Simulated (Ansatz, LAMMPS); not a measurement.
# Static equation of state of glassy CaAl2Si2O8 (156 atoms)

Density of this cell: 2.72 g/cm³. The cell holds 156 atoms: 24 Al, 12 Ca, 96 O and 24 Si. Its edges and angles: a = 12.685 Å, b = 12.738 Å, c = 12.610 Å, α = 90.0°, β = 88.6°, γ = 89.7°. The starting structure: 156 atoms (24 Al, 12 Ca, 96 O, 24 Si) placed at random at 2.71 g/cm³, melted at 4500 K for 20 ps at fixed volume with the Morse and Coulomb pair potential with partial charges (Pedone, Malavasi, Menziani, Cormack and Segre, J. Phys. Chem. B 110, 11780 (2006)). Quenched from 4500 K to 300 K at 20 K/ps and fixed volume, held 5 ps. The density is a measured one.

Calculated with Ansatz 0.2.0: Kohn-Sham DFT, PBE, PAW (set soft_2), plane waves; cutoff 420 eV, Γ point, gaussian smearing of 0.05 eV. Cell and atoms were relaxed first, to V0 = 13.057 Å³ an atom at a residual P0 = 0.007 GPa. The cell was then scaled evenly, and the atoms were relaxed at each volume.

```
volume (Å³/atom)  pressure (GPa)
          12.274           4.512
          12.666               ?
          13.449          -1.857
          13.841          -3.373
```

Task: Fit the third-order Birch–Murnaghan equation to the rows given and interpolate to the withheld row.

**Working.**

Take the Eulerian strain f = ½[(V0/V)^(2/3) − 1] and the normalised pressure F = (P − P0) / [3f(1 + 2f)^(5/2)]. The third-order Birch–Murnaghan equation is then the line F = B0 + (3/2)B0(B′ − 4) f, so u = f and v = F.

```
      u = f  v = F (GPa)
  0.0210562      64.3328
-0.00975644      66.8993
 -0.0190505      65.1655
```

With n = 3: mean u = -0.00258357, mean v = 65.4659, Σ(u − ū)² = 8.815e-4, Σ(u − ū)(v − v̄) = -0.032121. Slope b = -0.032121 / 8.815e-4 = -36.441; intercept a = v̄ − b ū = 65.372.

So B0 = a = 65.4 GPa and B′ = 4 + 2b/(3a) = 3.63. At the withheld volume f = 0.01026, F = a + b f = 65.00 GPa, and P = P0 + 3f(1 + 2f)^(5/2) F.

Prediction at 12.666: 2.111 GPa. The run gave 2.138 GPa, so the fit is low by 0.027 GPa (1.3 % of the value).

Among the rows given, the largest miss of the fit is at 13.841, by 0.047 GPa (0.59 % of the range of the table).

Limits: Static cells at zero temperature; the cell shape is held. The program notes that the SCF threshold of these relaxations is loose for the stress. The quench rate of 20 K/ps is many orders above laboratory rates, so the cell is likely richer in defects and strain than a real sample. The network of bonds at the start is that of the classical potential that made the cell, and needn't be the one that DFT or experiment would give. Only the Γ point is sampled, in a cell whose shortest periodic width is 13 Å.

[Logs are printed without paths, hosts, clocks, repeated set-up lines and the standing remarks that a program may print on its own settings, such as how far it seeks lower states.]

[Hosts, paths, dates, database ids (printed as entryN), source tags and the programs' standing remarks are cut or masked in the printed files.]
